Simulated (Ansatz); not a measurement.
**How many bands does the GW gap of AlGaAs2 (zincblende [001] superlattice) need?**

Aim: see how the G0W0 gap of AlGaAs2 (zincblende [001] superlattice) on PBEsol moves with empty bands and screening cutoff, and what each rung costs.

Method: G0W0 on PBEsol, plane waves, PAW, in Ansatz 0.2.0.

## Step 1: Starting point

The cell holds 24 atoms: 6 Ga, 12 As and 6 Al. Its edges and angles: a = 4.012 Å, b = 4.012 Å, c = 33.928 Å, α = 90.0°, β = 90.0°, γ = 90.0°. It derives from GaAs. Regions: GaAs, 12 atoms (6 Ga and 6 As); AlAs, 12 atoms (6 Al and 6 As). The structure's axis is c.

The structure was relaxed with PBEsol. The runs that relaxed it are not among those shown. The default PAW set here is soft_1. Its files were made with PBE; for other functionals the partial waves and projectors stay those of PBE.

## Step 2: 664 empty bands, screening to 66 eV

G0W0 replaces the xc potential by the self-energy, built once from these orbitals. Only a window of levels is corrected, while the sums run over the empty bands that the input names.

input.yaml reads:

```yaml
crystal:
  lattice:
    - [4.0116911607, 0.0, 0.0]
    - [0.0, 4.0117021963, 0.0]
    - [0.0, 0.0, 33.9276930296]
  atoms:
    - { symbol: Ga, position: [0.0, 0.0, 0.0211515738] }
    - { symbol: As, position: [0.5, 0.0, 0.0626994558] }
    - { symbol: Ga, position: [0.5, 0.5, 0.1042317832] }
    - { symbol: As, position: [0.0, 0.5, 0.1457776209] }
    - { symbol: Ga, position: [0.0, 0.0, 0.1873287642] }
    - { symbol: As, position: [0.5, 0.0, 0.2288787693] }
    - { symbol: Ga, position: [0.5, 0.5, 0.2704285989] }
    - { symbol: As, position: [0.0, 0.5, 0.3119798488] }
    - { symbol: Ga, position: [0.0, 0.0, 0.3535255829] }
    - { symbol: As, position: [0.5, 0.0, 0.3950582825] }
    - { symbol: Ga, position: [0.5, 0.5, 0.4366063146] }
    - { symbol: As, position: [0.0, 0.5, 0.4783031048] }
    - { symbol: Al, position: [0.0, 0.0, 0.5199538592] }
    - { symbol: As, position: [0.5, 0.0, 0.561730503] }
    - { symbol: Al, position: [0.5, 0.5, 0.603517882] }
    - { symbol: As, position: [0.0, 0.5, 0.6453092282] }
    - { symbol: Al, position: [0.0, 0.0, 0.6870934764] }
    - { symbol: As, position: [0.5, 0.0, 0.7288794005] }
    - { symbol: Al, position: [0.5, 0.5, 0.7706651838] }
    - { symbol: As, position: [0.0, 0.5, 0.812449601] }
    - { symbol: Al, position: [0.0, 0.0, 0.8542407918] }
    - { symbol: As, position: [0.5, 0.0, 0.8960282068] }
    - { symbol: Al, position: [0.5, 0.5, 0.937804448] }
    - { symbol: As, position: [0.0, 0.5, 0.9794550753] }
kpoints:
  mp_grid: { grid: [4, 4, 1] }
hamiltonian:
  xc: pbesol
  pseudopotentials: { kind: paw, azcp: { folder: "./paw" } }
scf:
  occupations: { method: fixed }
gw:
  n_empty_bands: 664
  ecut_chi: 66
  qp_bands: [v4, c4]
  qp_kpoints: band_edges
  screening: { model: contour_deformation }
```

The run is started by

```sh
> ansatz run input.yaml --threads 3 --pin off --max-ram 92160MiB --backend cuda --events-out ev --progress --plain --runs-dir out --devices 1 --max-vram 13GiB
```

Numbers of over 12 decimals in the logs are rounded to 6 here.

The program printed:

```text
Warning: the atoms were moved onto the symmetric positions of the space group found under crystal.symmetry.tolerance 1.0e-5 (fractional; no operation is sought that the atoms, as they stand in a round, miss by more than twice it, and no atom is moved by as much as it), and the run uses the moved positions. Before a round's move an operation carried an atom to 2.54e-5 Å from where it should land, the largest such dist [...]
Warning: <dir> the record states the generating functional pbe (its physics header spells it `PBE`), which answers neither for hamiltonian.xc's functional nor for the pbesol family's — results may be inconsistent (PPs are generated against a specific XC)
Warning: <dir> the record states the generating functional pbe (its physics header spells it `PBE`), which answers neither for hamiltonian.xc's functional nor for the pbesol family's — results may be inconsistent (PPs are generated against a specific XC)
Warning: <dir> the record states the generating functional pbe (its physics header spells it `PBE`), which answers neither for hamiltonian.xc's functional nor for the pbesol family's — results may be inconsistent (PPs are generated against a specific XC)
GPUs: using 1 of 1 available (devices: 1).
Engine: ansatz 0.2.0, x86_64-unknown-linux-gnu
Pseudopotentials: kind: paw
Pseudopotential: Ga, paw, valence charge 13, recommended cutoff 420 eV (normal), <dir>
Pseudopotential: As, paw, valence charge 15, recommended cutoff 420 eV (normal), <dir>
Pseudopotential: Al, paw, valence charge 3, recommended cutoff 420 eV (normal), <dir>
Functional definition: PBEsol
  exchange = pbesol_x
  correlation = pbesol_c
device memory: the entry about to start is reckoned to put 6.4 GiB on a device that reports 56.4 GiB free (of which the cap on the GPU budget leaves the run 13.0 GiB)
GPU FFT provider: cuFFT
GPU libraries: cuBLAS 13.8.2, cuFFT 12.4.0, cuSOLVER 12.3.4
Crystal: 24 atoms, lattice volume = 546.022 Å³
Basis set: ecut = 420 eV, 10617 PW (Γ)
Bands: 166, of which v1, the nominal top of the filled ones, is band 138 counted from 1 (137 counted from 0)
Symmetry: 8 space group operations
Space group: P-4m2 (ITA 115), of the structure as read, at distance tolerance 8.2e-5 Å
k-points: 6 of 16
Non-local potential: Ga, projectors of the file, l = 0: 2, l = 1: 2, l = 2: 3, l = 3: 1
Non-local potential: As, projectors of the file, l = 0: 2, l = 1: 2, l = 2: 3, l = 3: 1
Non-local potential: Al, projectors of the file, l = 0: 2, l = 1: 2, l = 2: 1
PAW form: soft (Blöchl's): semilocal exchange-correlation on the pseudo side does not see the compensation charge
PAW frozen core: Ga, regenerated for the run's functional, and the local potential with it (the file was generated under x = pbe(κ = 0.804, μ = 0.219515), c = pbe(β = 0.066725))
PAW frozen core: As, regenerated for the run's functional, and the local potential with it (the file was generated under x = pbe(κ = 0.804, μ = 0.219515), c = pbe(β = 0.066725))
PAW frozen core: Al, regenerated for the run's functional, and the local potential with it (the file was generated under x = pbe(κ = 0.804, μ = 0.219515), c = pbe(β = 0.066725))
PAW one-centre angular grid: Ga, 590 points (default); XC on 64 Gauss nodes
PAW one-centre angular grid: As, 590 points (default); XC on 64 Gauss nodes
PAW one-centre angular grid: Al, 110 points (default); XC on 64 Gauss nodes
Initial density: superposition of atomic densities (chi_scale 0.1, normalization cell, long waves 62 % of neutral atoms (reshape's long-wave potential 1.62 eV rms, cloud 2.41 Å wide))
Initial wavefunctions: pseudopotential atomic-orbital guess
GPU buffer pool allocated for 174960 grid points (all kernels)
GPU transforms: local potential and band sums: pruned to the plane-wave sphere, on 27×27×225
Functional: x = pbesol(κ = 0.804, μ = 0.123457), c = pbesol(β = 0.046)
SCF iter   1: F=—  HF=-83373.333283 eV  |F-HF|=—  |Δ(HF+E_count)|=         —  Δρ=4.18e-2  dr2=8.66e0  ethr=3.10e-3  ⟨swp⟩=4.5  Hψ=3088  notcnv=0  defer=152
preconditioner: auto → Resta (q_TF=auto, 2.435 Å⁻¹)  ε∞=3.4  [insulator: Δε(μ)=0.676 eV  Ē_g=12.884 eV  n_scr=154 (ndim 8)  ℏωp=19.8 eV  f_vac=0.000  ε∞_Penn≈3.4]
SCF iter   2: F=—  HF=-83371.999200 eV  |F-HF|=—  |Δ(HF+E_count)|=    1.33e0  Δρ=2.28e-2  dr2=2.85e0  ethr=3.10e-3  ⟨swp⟩=2.2  Hψ=1182  notcnv=0  defer=141
SCF iter   3: F=—  HF=-83371.531559 eV  |F-HF|=—  |Δ(HF+E_count)|=   4.68e-1  Δρ=9.10e-3  dr2=1.95e0  ethr=1.03e-3  ⟨swp⟩=2.0  Hψ=1175  notcnv=0  defer=146
SCF iter   4: F=—  HF=-83371.325448 eV  |F-HF|=—  |Δ(HF+E_count)|=   2.06e-1  Δρ=1.57e-3  dr2=4.86e-2  ethr=7.07e-4  ⟨swp⟩=1.8  Hψ=1165  notcnv=0  defer=150
SCF iter   5: F=—  HF=-83371.332372 eV  |F-HF|=—  |Δ(HF+E_count)|=   6.92e-3  Δρ=1.20e-3  dr2=2.10e-2  ethr=1.76e-5  ⟨swp⟩=2.2  Hψ=1837  notcnv=0  defer=156
SCF iter   6: F=—  HF=-83371.330726 eV  |F-HF|=—  |Δ(HF+E_count)|=   1.65e-3  Δρ=2.73e-4  dr2=6.78e-4  ethr=7.60e-6  ⟨swp⟩=2.8  Hψ=1356  notcnv=0  defer=156
SCF iter   7: F=—  HF=-83371.331008 eV  |F-HF|=—  |Δ(HF+E_count)|=   2.82e-4  Δρ=1.10e-4  dr2=1.58e-4  ethr=2.46e-7  ⟨swp⟩=2.0  Hψ=1551  notcnv=0  defer=156
SCF iter   8: F=—  HF=-83371.331060 eV  |F-HF|=—  |Δ(HF+E_count)|=   5.15e-5  Δρ=3.73e-5  dr2=7.55e-6  ethr=5.71e-8  ⟨swp⟩=2.0  Hψ=1484  notcnv=0  defer=132
[...]
NSCF: frozen V_eff on 6 k-points
G₀W₀ screening: q 1/6
[... further progress lines ...]
device memory: the entry about to start is reckoned to put 1.7 GiB on a device that reports 50.2 GiB free (of which the cap on the GPU budget leaves the run 13.0 GiB)
NSCF: frozen V_eff on 1 k-points
device memory: the entry about to start is reckoned to put 1.7 GiB on a device that reports 50.1 GiB free (of which the cap on the GPU budget leaves the run 13.0 GiB)
NSCF: frozen V_eff on 1 k-points
device memory: the entry about to start is reckoned to put 1.7 GiB on a device that reports 50.1 GiB free (of which the cap on the GPU budget leaves the run 13.0 GiB)
NSCF: frozen V_eff on 1 k-points
SCF converged after 10 iterations
Free energy (F): -83371.331070 eV
Harris-Foulkes:  -83371.331070 eV  (|F-HF|=8.69e-8)
Internal energy: -83371.331070 eV  (E = F + TS)
E sigma→0 (E₀):  -83371.331070 eV
Fermi energy:    6.958656 eV
--- Per-component energies (eV) ---
  E_band       = -3629.506666
  E_kinetic    = 1984.520877
  E_local      = -66453.144659  (includes V_loc(G=0)·N_el)
  E_nonlocal   = -5194.618792
  E_hartree    = 35628.750746
  E_xc         = -1441.306974
  E_vxc        = -1397.618596  (∫ρ·V_xc dr)
  E_paw        = -38108.735476  (= ΣΔE_a)
  E_vpaw       = -3826.121107  (= ΣTr[D̂ρ^β])
  E_aug_tail   = -0.001602  (compensation charges beyond the density's cutoff)
  E_ewald      = -9803.685061
  E_core_change = 16.889871  (= ΣΔE_core)
  E_smearing   = -0.000000  (= −TS)
  E_closure    = 0.000000  (closes the sum)
  Σ components = -83371.331070   (vs F -83371.331070, Δ=0.00e0)
--- Band table (eV; the first three rows and the last of 6) ---
  k-point 0: bands = [... 134 lower, 6.5929, 6.8879, 6.9587, 6.9587, 7.8887, 8.0223, 8.2138, 8.4251, ... 24 higher]
  k-point 1: bands = [... 134 lower, 6.2584, 6.3666, 6.4902, 6.7240, 8.6269, 8.7288, 8.8051, 8.9248, ... 24 higher]
  k-point 2: bands = [... 134 lower, 5.8964, 5.9006, 5.9285, 5.9302, 8.2046, 8.2279, 8.8244, 8.8409, ... 24 higher]
  k-point 5: bands = [... 134 lower, 4.4327, 4.4354, 4.4403, 4.4403, 8.0924, 8.1162, 8.6592, 8.6981, ... 24 higher]
--- G₀W₀: contour deformation, 7 samples at zero and on the imaginary axis and 1 off it, 16 q-points, 664 empty bands' worth ---
  eigenvalues of the whole cell's RPA ε∞ on this k-mesh (on a slab, of 1 + 4πα/V) = 13.6995, 18.8391, 18.8391; static W/v taken at q = 0 is 0.048134
  bands read: the sum over 802 bands ends inside a degenerate multiplet in 1 slot, whose members it reads at an even weight; the widest, k=5: bands 802 to 803 (counted from 1) at 1/2 each
  gw.qp_kpoints: band_edges: 4 of 6 stored k-points solved, in 1 pass; an edge of the gap read off the rows below is read off those points alone
    valence top: of the k-points left out ik 3 came nearest to being solved in a further pass, in band 138 (counted from 1, as in the quasiparticle table): it holds the edge there only if its correction is more favourable than any solved in that band by at least 1.049 eV; those differ by 0.158 eV
    conduction bottom: of the k-points left out ik 3 came nearest to being solved in a further pass, in band 139 (counted from 1, as in the quasiparticle table): it holds the edge there only if its correction is more favourable than any solved in that band by at least 0.973 eV; those differ by 0.451 eV
    ik  band        ε_KS         Σx   Σc(E_QP)       V_xc       Z   E_QP_lin       E_QP  E_QP is
     0   135      6.5929   -16.2078     1.5057   -14.4913  0.7611     6.3810     6.3821  root
     0   136      6.8879   -15.9496     1.0000   -14.8105  0.7685     6.7485     6.7488  root
     0   137      6.9587   -16.6621     1.3988   -15.0850  0.7652     6.7798     6.7804  root
     0   138      6.9587   -16.6621     1.3988   -15.0850  0.7652     6.7798     6.7804  root
     0   139      7.8887   -10.9356    -3.1837   -14.7752  0.7778     8.5571     8.5445  root
     0   140      8.0223    -6.1138    -3.6153    -9.9976  0.7790     8.2923     8.2908  root
     0   141      8.2138    -6.0776    -3.6666    -9.9750  0.7777     8.4458     8.4446  root
     0   142      8.4251    -6.8616    -3.6630   -10.7410  0.7809     8.6425     8.6415  root
     1   135      6.2584   -15.8727     1.3295   -14.3568  0.7622     6.0713     6.0720  root
     1   136      6.3666   -15.9328     1.6446   -14.0340  0.7600     6.1109     6.1124  root
     1   137      6.4902   -16.3392     1.5840   -14.5408  0.7601     6.2748     6.2758  root
     1   138      6.7240   -16.6397     1.5073   -14.9445  0.7627     6.5354     6.5361  root
     1   139      8.6269    -9.7349    -3.4815   -13.7638  0.7745     9.1825     9.1743  root
     1   140      8.7288    -9.4839    -3.5237   -13.5256  0.7743     9.2540     9.2468  root
     1   141      8.8051    -6.4335    -3.7733   -10.5085  0.7751     9.1090     9.1068  root
     1   142      8.9248    -8.7817    -3.6546   -12.9173  0.7716     9.4125     9.4057  root
     2   135      5.8964   -16.3123     1.7984   -14.2810  0.7543     5.6621     5.6635  root
     2   136      5.9006   -15.8234     1.5486   -14.0410  0.7586     5.6656     5.6668  root
     2   137      5.9285   -16.3389     1.7971   -14.3149  0.7547     5.7004     5.7017  root
     2   138      5.9302   -16.3548     1.7970   -14.3309  0.7548     5.7020     5.7032  root
     2   139      8.2046    -9.5704    -3.4179   -13.5033  0.7775     8.7262     8.7194  root
     2   140      8.2279    -9.5651    -3.4190   -13.4960  0.7774     8.7464     8.7397  root
     2   141      8.8244    -9.5151    -3.5713   -13.5948  0.7697     9.3373     9.3327  root
     2   142      8.8409    -9.4720    -3.5751   -13.5540  0.7699     9.3527     9.3477  root
     5   135      4.4327   -15.3721     2.1738   -12.8634  0.7367     4.0943     4.0978  root
     5   136      4.4354   -15.3870     2.1729   -12.8865  0.7362     4.1045     4.1079  root
     5   137      4.4403   -15.3935     2.1718   -12.8853  0.7376     4.1005     4.1040  root
     5   138      4.4403   -15.3935     2.1718   -12.8853  0.7376     4.1005     4.1040  root
     5   139      8.0924    -5.8364    -3.5276    -9.5686  0.7822     8.2979     8.2970  root
     5   140      8.1162    -5.8672    -3.5314    -9.6005  0.7822     8.3189     8.3181  root
     5   141      8.6592    -6.2564    -3.6284   -10.1048  0.7765     8.8808     8.8793  root
     5   142      8.6981    -6.3277    -3.6361   -10.1799  0.7768     8.9157     8.9143  root
```

Elapsed: 59 s, on 1 × NVIDIA H100 80GB HBM3 (shared by 6 runs) with 3 threads of AMD EPYC 7R13 (Zen 3), shared host; peak memory 3 GiB.

This step gave:

```
bands summed                                 : 802
RPA ε∞ on this mesh (eigenvalues)            : 13.70, 18.84, 18.84
plane waves in the screening matrix          : 681
q-points in the mesh                         : 16
G0W0 gap on the mesh                         : 1.510 eV
k of the valence top                         : 0, 0, 0
k of the conduction bottom                   : 0, 0, 0
starting gap on the mesh                     : 0.9300 eV
Z at the valence top                         : 0.7652
Z at the conduction bottom                   : 0.7790
least direct G0W0 gap on the computed points : 1.510 eV
```

The gap on the mesh goes from 0.93 eV to 1.51 eV, a correction of +0.58 eV, though a band edge has moved to another state.

## Step 3: 1629 empty bands, screening to 120 eV

Another rung: the empty bands reach about as high as the screening cutoff, so the two stay in balance.

Changes to input.yaml since step 2:

```diff
@@ -38,4 +38,4 @@
 gw:
-  n_empty_bands: 664
-  ecut_chi: 66
+  n_empty_bands: 1629
+  ecut_chi: 120.0
   qp_bands: [v4, c4]
```

The program printed:

```text
[...]
GPUs: using 1 of 1 available (devices: 1).
[...]
GPU FFT provider: cuFFT
GPU libraries: cuBLAS 13.8.2, cuFFT 12.4.0, cuSOLVER 12.3.4
Crystal: 24 atoms, lattice volume = 546.022 Å³
Basis set: ecut = 420 eV, 10617 PW (Γ)
Bands: 166, of which v1, the nominal top of the filled ones, is band 138 counted from 1 (137 counted from 0)
[... 1 set-up line as in the run before ...]
[...]
k-points: 6 of 16
[...]
GPU buffer pool allocated for 174960 grid points (all kernels)
[...]
SCF iter   1: F=—  HF=-83373.333283 eV  |F-HF|=—  |Δ(HF+E_count)|=         —  Δρ=4.18e-2  dr2=8.66e0  ethr=3.10e-3  ⟨swp⟩=4.5  Hψ=3088  notcnv=0  defer=152
[...]
SCF iter  10: F=-83371.331070 eV  HF=-83371.331070 eV  |F-HF|=8.69e-8  |Δ(HF+E_count)|=   2.01e-6  Δρ=4.28e-6  dr2=8.88e-8  ethr=3.62e-11  ⟨swp⟩=12.2  Hψ=5787  notcnv=0
SCF 1 converged in 10 iterations: F = -83371.331070 eV  dr2 = 8.88e-8
[...]
NSCF: frozen V_eff on 6 k-points
[...]
G₀W₀ screening: q 1/6
[... further progress lines ...]
[...]
SCF converged after 10 iterations
Free energy (F): -83371.331070 eV
[...]
Internal energy: -83371.331070 eV  (E = F + TS)
E sigma→0 (E₀):  -83371.331070 eV
Fermi energy:    6.958656 eV
[...]
--- Band table (eV; the first three rows and the last of 6) ---
  k-point 0: bands = [... 134 lower, 6.5929, 6.8879, 6.9587, 6.9587, 7.8887, 8.0223, 8.2138, 8.4251, ... 24 higher]
  k-point 1: bands = [... 134 lower, 6.2584, 6.3666, 6.4902, 6.7240, 8.6269, 8.7288, 8.8051, 8.9248, ... 24 higher]
  k-point 2: bands = [... 134 lower, 5.8964, 5.9006, 5.9285, 5.9302, 8.2046, 8.2279, 8.8244, 8.8409, ... 24 higher]
  k-point 5: bands = [... 134 lower, 4.4327, 4.4354, 4.4403, 4.4403, 8.0924, 8.1162, 8.6592, 8.6981, ... 24 higher]
[...]
0   135      6.5929   -16.2078     1.2332   -14.4913  0.7595     6.1021     6.1096  root
     0   136      6.8879   -15.9496     0.7098   -14.8105  0.7667     6.4547     6.4586  root
     0   137      6.9587   -16.6621     1.1157   -15.0850  0.7635     6.4921     6.4973  root
     0   138      6.9587   -16.6621     1.1157   -15.0850  0.7635     6.4921     6.4973  root
     0   139      7.8887   -10.9356    -3.4815   -14.7752  0.7771     8.2492     8.2468  root
     0   140      8.0223    -6.1138    -3.7461    -9.9976  0.7788     8.1604     8.1600  root
     0   141      8.2138    -6.0776    -3.7892    -9.9750  0.7776     8.3223     8.3220  root
     0   142      8.4251    -6.8616    -3.7991   -10.7410  0.7810     8.5055     8.5053  root
[...]
5   139      8.0924    -5.8364    -3.6450    -9.5686  0.7821     8.1798     8.1796  root
     5   140      8.1162    -5.8672    -3.6472    -9.6005  0.7822     8.2025     8.2023  root
     5   141      8.6592    -6.2564    -3.7633   -10.1048  0.7764     8.7445     8.7443  root
     5   142      8.6981    -6.3277    -3.7686   -10.1799  0.7768     8.7819     8.7817  root
```

Wall time 2.7 min (1 × NVIDIA H100 80GB HBM3 (shared by 6 runs) with 3 threads); peak memory 6.4 GiB; 2.8 min of CPU time.

This step gave:

```
bands summed                                 : 1767
RPA ε∞ on this mesh (eigenvalues)            : 13.71, 18.87, 18.87
plane waves in the screening matrix          : 1609
q-points in the mesh                         : 16
G0W0 gap on the mesh                         : 1.663 eV
k of the valence top                         : 0, 0, 0
k of the conduction bottom                   : 0, 0, 0
starting gap on the mesh                     : 0.9300 eV
Z at the valence top                         : 0.7635
Z at the conduction bottom                   : 0.7788
least direct G0W0 gap on the computed points : 1.663 eV
```

Against the run with 4×4×1 mesh, 664 empty bands, screening to 66 eV, the gap moves by +0.15 eV.

## Step 4: Convergence and cost

Times are wall times on 1 × NVIDIA H100 80GB HBM3 (shared by 6 runs) with 3 threads of AMD EPYC 7R13 (Zen 3), shared host. The host was busy with other work, so they are no guide to cost.

| mesh | files | frequency | bands summed | cutoff (eV) | start (eV) | G0W0 (eV) | time | host memory (GiB) |
| --- | --- | --- | --- | --- | --- | --- | --- | --- |
| 4×4×1 | default PAW | contour deformation | 802 | 66 | 0.930 | 1.510 | 59 s | 3.0 |
| 4×4×1 | default PAW | contour deformation | 1767 | 120 | 0.930 | 1.663 | 2.7 min | 6.4 |

The parts of the quasiparticle energy at the two band edges (eV; QP = start + Σx + Σc − Vxc):

| run | edge | start | Σx | Σc | Vxc | Z | QP |
| --- | --- | --- | --- | --- | --- | --- | --- |
| 802 bands | valence top | 6.96 | -16.66 | 1.40 | -15.09 | 0.77 | 6.78 |
| 802 bands | conduction bottom | 8.02 | -6.11 | -3.62 | -10.00 | 0.78 | 8.29 |
| 1767 bands | valence top | 6.96 | -16.66 | 1.12 | -15.09 | 0.76 | 6.50 |
| 1767 bands | conduction bottom | 8.02 | -6.11 | -3.75 | -10.00 | 0.78 | 8.16 |

 Where G0W0 reorders the edges (802 bands and 1767 bands), the two states listed lie further apart at the start than the starting gap.

## Step 5: Summary of results

* 802 bands, 66 eV: 1.510 eV
* 1767 bands, 120 eV: 1.663 eV
* mesh and start: 4×4×1, PBEsol

From 802 to 1767 bands the gap moves by +0.15 eV while the time grows 2.7-fold. Σc changes by −0.28 eV at the valence top and −0.13 eV at the conduction bottom, so the valence edge carries most of the change. The states at the edges change along the series or lie close to crossing, so no limit is drawn from it. The 4×4×1 mesh is coarse for this cell (its supercell is 16 Å along the shortest edge). The RPA ε∞ on it, from the PBEsol start, is 13.71 and 18.87; such meshes misread the long-range screening, most where the gap is narrow. The many-body steps are scalar-relativistic: spin-orbit coupling is not in them.

[Paths, hosts, dates, memory and timing lines, banners, echoed tables and standing remarks are left out of the program output.]

[Logs are printed without paths, hosts, clocks, repeated set-up lines and the standing remarks that a program may print on its own settings, such as how far it seeks lower states.]

[Runs of the session that timed out or met a known fault of the program may be left out.]

[Cells called generated may have been cut or substituted from an entry of the Crystallography Open Database or the Materials Project.]

[Hosts, paths, dates, database ids (printed as entryN), source tags and the programs' standing remarks are cut or masked in the printed files.]
